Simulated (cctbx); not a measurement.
**Li3WO3 with cctbx, script by script**

Library: cctbx 2025.11. The data are simulated by the first script.

## 1. Simulate the data

run.py:

```python
from cctbx import adptbx, crystal, miller, sgtbx, xray
from cctbx.array_family import flex
from iotbx.shelx import hklf
from scitbx import matrix
import scitbx.random

cs = crystal.symmetry(unit_cell=(5.771, 5.771, 10.431, 90, 90, 120), space_group_symbol='Hall: -P 3 2c')  # P-31c
atoms = [  # label, site, U (iso, or U11 U22 U33 U12 U13 U23 in A^2), occupancy
    ("W1", (0, 0, 0.75), (0.0086, 0.0086, 0.0107, 0.0043, 0.0000, 0.0000), 1),
    ("W2", (1/3, 2/3, 0.25), (0.0107, 0.0107, 0.0021, 0.0054, 0.0000, 0.0000), 1),
    ("O1", (0.673, 0.7077, 0.1338), (0.0344, 0.0480, 0.0326, 0.0234, 0.0044, 0.0081), 1),
    ("Li1", (0.6242, 0.6876, 0.922), (0.0162, 0.0238, 0.0154, 0.0111, -0.0024, -0.0017), 1),
]
xs = xray.structure(crystal_symmetry=cs)
for label, site, u, occ in atoms:
    u = adptbx.u_cif_as_u_star(cs.unit_cell(), u) if isinstance(u, tuple) else u
    xs.add_scatterer(xray.scatterer(label, site=site, u=u, occupancy=occ))
xs.set_inelastic_form_factors(0.7749, "sasaki")
xs.show_summary()
p1 = xs.expand_to_p1()
ms = miller.build_set(p1, anomalous_flag=True, d_min=0.84)
flex.set_random_seed(412650)
scitbx.random.set_random_seed(412650)
ms = ms.select(flex.random_double(ms.size()) < 0.7)
i = ms.structure_factors_from_scatterers(p1, algorithm="direct").f_calc().as_intensity_array().data()
i = i * 20000 / flex.max(i)
sig = flex.sqrt(i + flex.pow2(0.04 * i) + 4 ** 2)
noise = scitbx.random.variate(scitbx.random.normal_distribution())(i.size())
data = ms.array(data=i + sig * noise, sigmas=sig).set_observation_type_xray_intensity()
with open("data.hkl", "w") as f:
    data.export_as_shelx_hklf(f)
print("reflections written:", data.size(), " <I/sigma> = %.1f" % flex.mean(data.data() / data.sigmas()))
for h, a, b in list(data.sort("data"))[:12]:
    print("%4d%4d%4d %9.1f %7.1f" % (h + (a, b)))
```

```console
$ python run.py
```

```text
Number of scatterers: 4
At special positions: 2
Unit cell: (5.771, 5.771, 10.431, 90, 90, 120)
Space group: P -3 1 c (No. 163)
reflections written: 1481  <I/sigma> = 15.9
   1   1   2   20680.3   812.4
   1  -2   2   20156.6   812.4
  -2   1   2   19959.0   812.4
  -2   1   4   19632.8   742.0
  -1   2  -2   19100.1   812.4
  -1  -1  -2   19053.2   812.4
   0   0  -2   19008.5   766.3
   1  -2   4   18916.1   742.0
   2  -1  -2   18915.4   812.4
   1   1   4   18877.2   742.0
   0   0   2   18770.0   766.3
  -1  -1  -4   17883.5   742.0
```

It took 0.4 s on 1 thread of Arm Neoverse V2, with other jobs on the host, peak memory 0.07 GiB.

## 2. Refinement (lightest element left out)

run.py:

```python
import math
from cctbx import adptbx, crystal, maptbx, sgtbx, xray
from cctbx.array_family import flex
from cctbx.xray import observations
from iotbx.shelx import hklf
from scitbx.lstbx import normal_eqns_solving
from smtbx import absolute_structure, utils
from smtbx.refinement import constraints, least_squares

cs = crystal.symmetry(unit_cell=(5.771, 5.771, 10.431, 90, 90, 120), space_group_symbol='Hall: -P 3 2c')  # P-31c
atoms = [  # label, site, U (iso, or U11 U22 U33 U12 U13 U23 in A^2), occupancy
    ("W1", (0, 0, 0.75), 0.0200, 1),
    ("W2", (1/3, 2/3, 0.25), 0.0200, 1),
    ("O1", (0.6644, 0.7083, 0.1359), 0.0200, 1),
]
xs = xray.structure(crystal_symmetry=cs)
for label, site, u, occ in atoms:
    u = adptbx.u_cif_as_u_star(cs.unit_cell(), u) if isinstance(u, tuple) else u
    xs.add_scatterer(xray.scatterer(label, site=site, u=u, occupancy=occ))
xs.set_inelastic_form_factors(0.7749, "sasaki")
raw = hklf.reader(file_name="data.hkl").as_miller_arrays(crystal_symmetry=cs, anomalous=True)[0]
merged = raw.eliminate_sys_absent().merge_equivalents()
fo2 = merged.array().set_observation_type_xray_intensity()
print("Rint %.3f, %d unique reflections to %.2f A" % (merged.r_int(), fo2.size(), fo2.d_min()))
for sc in xs.scatterers():
    sc.flags.set_grad_site(True)
    sc.flags.set_grad_u_aniso(sc.flags.use_u_aniso())
    sc.flags.set_grad_u_iso(sc.flags.use_u_iso())
obs = fo2.as_xray_observations()
extra = {}
rep = constraints.reparametrisation(xs, [], utils.connectivity_table(xs), **extra)
ls = least_squares.crystallographic_ls(obs, rep, weighting_scheme=least_squares.mainstream_shelx_weighting(a=0, b=0))
print("cycle     R1     wR2    GooF  max shift (A)")
for cycle in range(8):
    ls.build_up()
    r1, wr2, goof = ls.r1_factor(cutoff_factor=2)[0], ls.wR2(), ls.goof()
    old = xs.sites_cart()
    normal_eqns_solving.levenberg_marquardt_iterations(ls, n_max_iterations=3, tau=1e-06, step_threshold=1e-7)
    big = flex.max((xs.sites_cart() - old).norms())
    print("%4d %7.4f %7.4f %7.3f %9.5f" % (cycle + 1, r1, wr2, goof, big))
    ls.build_up(objective_only=True)
    if abs(ls.wR2() - wr2) < 5e-5 and big < 5e-4:
        break
ls.build_up()
print("final R1 %.4f wR2 %.4f GooF %.3f  parameters %d  data/parameter %.1f" % (ls.r1_factor(cutoff_factor=2)[0], ls.wR2(), ls.goof(), ls.n_parameters, fo2.size() / ls.n_parameters))
cov = ls.covariance_matrix_and_annotations()
su = dict(zip(cov.annotations, (math.sqrt(max(v, 0)) for v in cov.matrix.matrix_packed_u_diagonal())))
a2 = cs.unit_cell().reciprocal_parameters()[0] ** -2
print("atom        x        y        z      Ueq    occ   su(xyz)  su(Uiso or U11)")
for sc in xs.scatterers():
    s = max(su.get(sc.label + k, 0) for k in (".x", ".y", ".z"))
    npd = "" if sc.is_positive_definite_u(cs.unit_cell()) else "  NPD"
    print("%-5s %8.5f %8.5f %8.5f %8.4f %6.3f %8.5f %7.4f%s" % ((sc.label,) + sc.site + (sc.u_iso_or_equiv(cs.unit_cell()), sc.occupancy, s, su.get(sc.label + ".uiso", su.get(sc.label + ".u11", 0) * a2), npd)))
fo = fo2.f_sq_as_f()
fc = fo.structure_factors_from_scatterers(xs, algorithm="direct").f_calc()
diff = fo.f_obs_minus_f_calc(1 / math.sqrt(ls.scale_factor()), fc).average_bijvoet_mates()
m = diff.fft_map(symmetry_flags=maptbx.use_space_group_symmetry, resolution_factor=0.25).apply_volume_scaling()
print("difference map: max %.2f min %.2f rms %.2f" % (m.statistics().max(), m.statistics().min(), m.statistics().sigma()))
peaks = m.peak_search(parameters=maptbx.peak_search_parameters(min_distance_sym_equiv=0.6, max_clusters=8)).all()
near = xs.closest_distances(peaks.sites(), distance_cutoff=4)
sps = cs.special_position_settings(min_distance_sym_equiv=0.5)
for k, (x, h) in enumerate(zip(peaks.sites(), peaks.heights())):
    ss = sps.site_symmetry(x)
    print("Q%-3d %7.4f %7.4f %7.4f %4d %7.2f  %.2f A from %s" % ((k + 1,) + tuple(t % 1 for t in ss.exact_site()) + (ss.multiplicity(), h, near.smallest_distances[k], xs.scatterers()[near.i_seqs[k]].label)))
```

```console
$ python run.py
```

```text
Rint 0.033, 182 unique reflections to 0.84 A
cycle     R1     wR2    GooF  max shift (A)
   1  0.0988  0.2293  10.960   0.04697
   2  0.0475  0.1299   6.210   0.00004
final R1 0.0475 wR2 0.1299 GooF 6.210  parameters 6  data/parameter 30.3
atom        x        y        z      Ueq    occ   su(xyz)  su(Uiso or U11)
W1     0.00000  0.00000  0.75000   0.0095  1.000  0.00000  0.0007
W2     0.33333  0.66667  0.25000   0.0077  1.000  0.00000  0.0007
O1     0.67296  0.70922  0.13599   0.0338  1.000  0.00410  0.0050
difference map: max 6.15 min -7.41 rms 0.67
Q1    0.0608  0.3804  0.9222   12    6.44  1.95 A from O1
Q2    0.2498  0.6249  0.2500    6    4.02  0.42 A from W2
Q3    0.0000  0.0000  0.2500    2    2.78  0.00 A from W1
Q4    0.3333  0.6667  0.1401    4    2.07  1.15 A from W2
Q5    0.2519  0.5516  0.9831   12    0.92  2.04 A from O1
Q6    0.2593  0.5556  0.1600   12    0.89  1.10 A from W2
Q7    0.0520  0.3822  0.2431   12    0.73  1.15 A from O1
Q8    0.0011  0.3783  0.1021   12    0.65  0.56 A from O1
```

Time: 0.43 s.

Figures of merit this high mean that the model is still wrong or incomplete.

## 3. Refinement (whole model)

run.py, as its changes from the last script of this kind:

```diff
@@ -14,0 +15 @@
+    ("Li1", (0.6221, 0.6834, 0.9198), 0.0200, 1),
@@ -59 +60 @@
-peaks = m.peak_search(parameters=maptbx.peak_search_parameters(min_distance_sym_equiv=0.6, max_clusters=8)).all()
+peaks = m.peak_search(parameters=maptbx.peak_search_parameters(min_distance_sym_equiv=0.6, max_clusters=6)).all()
```

```console
$ python run.py
```

```text
Rint 0.033, 182 unique reflections to 0.84 A
cycle     R1     wR2    GooF  max shift (A)
   1  0.0894  0.2138  10.336   0.04795
   2  0.0284  0.0949   4.590   0.00015
final R1 0.0284 wR2 0.0949 GooF 4.590  parameters 10  data/parameter 18.2
atom        x        y        z      Ueq    occ   su(xyz)  su(Uiso or U11)
W1     0.00000  0.00000  0.75000   0.0094  1.000  0.00000  0.0005
W2     0.33333  0.66667  0.25000   0.0077  1.000  0.00000  0.0005
O1     0.67283  0.70857  0.13615   0.0363  1.000  0.00311  0.0039
Li1    0.62342  0.68122  0.92178   0.0129  1.000  0.00500  0.0051
difference map: max 3.20 min -7.16 rms 0.41
Q1    0.2857  0.5714  0.2500    6    3.65  0.48 A from W2
Q2    0.3333  0.6667  0.1399    4    1.92  1.15 A from W2
Q3    0.0000  0.0000  0.2168    4    1.89  0.35 A from W1
Q4    0.2222  0.5926  0.3400   12    0.90  1.10 A from W2
Q5    0.9900  0.3658  0.0974   12    0.87  0.58 A from O1
Q6    0.1471  0.3827  0.9271   12    0.81  0.50 A from Li1
```

Time: 0.46 s.

Figures of merit this high mean that the model is still wrong or incomplete.

## 4. Simulate the data

run.py, as its changes from the last script of this kind:

```diff
@@ -18 +18 @@
-xs.set_inelastic_form_factors(0.7749, "sasaki")
+xs.switch_to_neutron_scattering_dictionary()
@@ -21 +21 @@
-ms = miller.build_set(p1, anomalous_flag=True, d_min=0.84)
+ms = miller.build_set(p1, anomalous_flag=True, d_min=0.8)
@@ -26 +26 @@
-i = i * 20000 / flex.max(i)
+i = i * 5000 / flex.max(i)
```

```console
$ python run.py
```

```text
Number of scatterers: 4
At special positions: 2
Unit cell: (5.771, 5.771, 10.431, 90, 90, 120)
Space group: P -3 1 c (No. 163)
reflections written: 1692  <I/sigma> = 6.5
   1   1   2    5114.6   210.3
   1  -2   2    5047.8   210.3
  -2   1   2    4940.8   210.3
   2  -1  -2    4916.9   210.3
   2  -1   6    4758.7   193.1
  -2   1  -6    4714.5   193.1
   0   0   8    4712.7   212.2
   1  -2  -6    4598.2   193.1
  -1  -1   6    4340.2   193.1
  -1   2   6    4136.2   193.1
  -2  -2   2    2805.1   114.2
  -1  -1   2    2767.9   113.5
```

Time: 0.28 s.

## 5. Refinement (lightest element left out)

run.py, as its changes from the last script of this kind:

```diff
@@ -14,2 +14 @@
-    ("O1", (0.6644, 0.7083, 0.1359), 0.0200, 1),
-    ("Li1", (0.6221, 0.6834, 0.9198), 0.0200, 1),
+    ("O1", (0.6772, 0.7134, 0.1359), 0.0200, 1),
@@ -21 +20 @@
-xs.set_inelastic_form_factors(0.7749, "sasaki")
+xs.switch_to_neutron_scattering_dictionary()
@@ -60 +59 @@
-peaks = m.peak_search(parameters=maptbx.peak_search_parameters(min_distance_sym_equiv=0.6, max_clusters=6)).all()
+peaks = m.peak_search(parameters=maptbx.peak_search_parameters(min_distance_sym_equiv=0.6, max_clusters=8)).all()
```

```console
$ python run.py
```

```text
Rint 0.054, 208 unique reflections to 0.80 A
cycle     R1     wR2    GooF  max shift (A)
   1  0.4561  0.7764  18.812   0.04971
   2  0.3679  0.6801  16.479   0.00339
   3  0.3675  0.6801  16.477   0.00028
final R1 0.3675 wR2 0.6801 GooF 16.477  parameters 6  data/parameter 34.7
atom        x        y        z      Ueq    occ   su(xyz)  su(Uiso or U11)
W1     0.00000  0.00000  0.75000   0.0084  1.000  0.00000  0.0051
W2     0.33333  0.66667  0.25000   0.0078  1.000  0.00000  0.0051
O1     0.67554  0.70643  0.13226   0.0388  1.000  0.00316  0.0052
difference map: max 12.36 min -9.81 rms 1.17
Q1    0.3333  0.6667  0.2500    2   13.03  0.00 A from W2
Q2    0.0000  0.0000  0.2500    2    8.67  0.00 A from W1
Q3    0.0324  0.3222  0.1378   12    6.35  0.06 A from O1
Q4    0.2095  0.5220  0.5927   12    2.37  1.42 A from O1
Q5    0.2000  0.6000  0.7500    6    2.10  2.01 A from O1
Q6    0.2292  0.5380  0.4360   12    2.02  1.62 A from O1
Q7    0.0287  0.2993  0.7431   12    1.93  1.20 A from O1
Q8    0.1261  0.4722  0.8670   12    1.91  1.81 A from O1
```

Time: 0.49 s.

Figures of merit this high mean that the model is still wrong or incomplete.

## 6. Refinement (whole model)

run.py, as its changes from the last script of this kind:

```diff
@@ -14,0 +15 @@
+    ("Li1", (0.6204, 0.6877, 0.9199), 0.0200, 1),
@@ -59 +60 @@
-peaks = m.peak_search(parameters=maptbx.peak_search_parameters(min_distance_sym_equiv=0.6, max_clusters=8)).all()
+peaks = m.peak_search(parameters=maptbx.peak_search_parameters(min_distance_sym_equiv=0.6, max_clusters=6)).all()
```

```console
$ python run.py
```

```text
Rint 0.054, 208 unique reflections to 0.80 A
cycle     R1     wR2    GooF  max shift (A)
   1  0.2589  0.5462  13.367   0.03710
   2  0.0730  0.1777   4.348   0.00023
final R1 0.0730 wR2 0.1777 GooF 4.348  parameters 10  data/parameter 20.8
atom        x        y        z      Ueq    occ   su(xyz)  su(Uiso or U11)
W1     0.00000  0.00000  0.75000   0.0112  1.000  0.00000  0.0010
W2     0.33333  0.66667  0.25000   0.0090  1.000  0.00000  0.0010
O1     0.67301  0.70796  0.13359   0.0383  1.000  0.00053  0.0010
Li1    0.62352  0.68731  0.92179   0.0205  1.000  0.00112  0.0013
difference map: max 1.32 min -0.90 rms 0.20
Q1    0.9862  0.3743  0.1159   12    1.39  0.51 A from O1
Q2    0.0895  0.2932  0.1519   12    1.36  0.48 A from O1
Q3    0.0000  0.0000  0.2500    2    0.82  0.00 A from W1
Q4    0.2876  0.5753  0.2500    6    0.64  0.46 A from W2
Q5    0.9952  0.2902  0.4590   12    0.42  0.57 A from Li1
Q6    0.1692  0.4222  0.4164   12    0.41  1.17 A from Li1
```

It took 0.46 s on 1 thread of Arm Neoverse V2, on a shared host, peak memory 0.09 GiB.

Figures of merit this high mean that the model is still wrong or incomplete.

[Logs are printed without paths, hosts, clocks, repeated set-up lines and the standing remarks that a program may print on its own settings, such as how far it seeks lower states.]
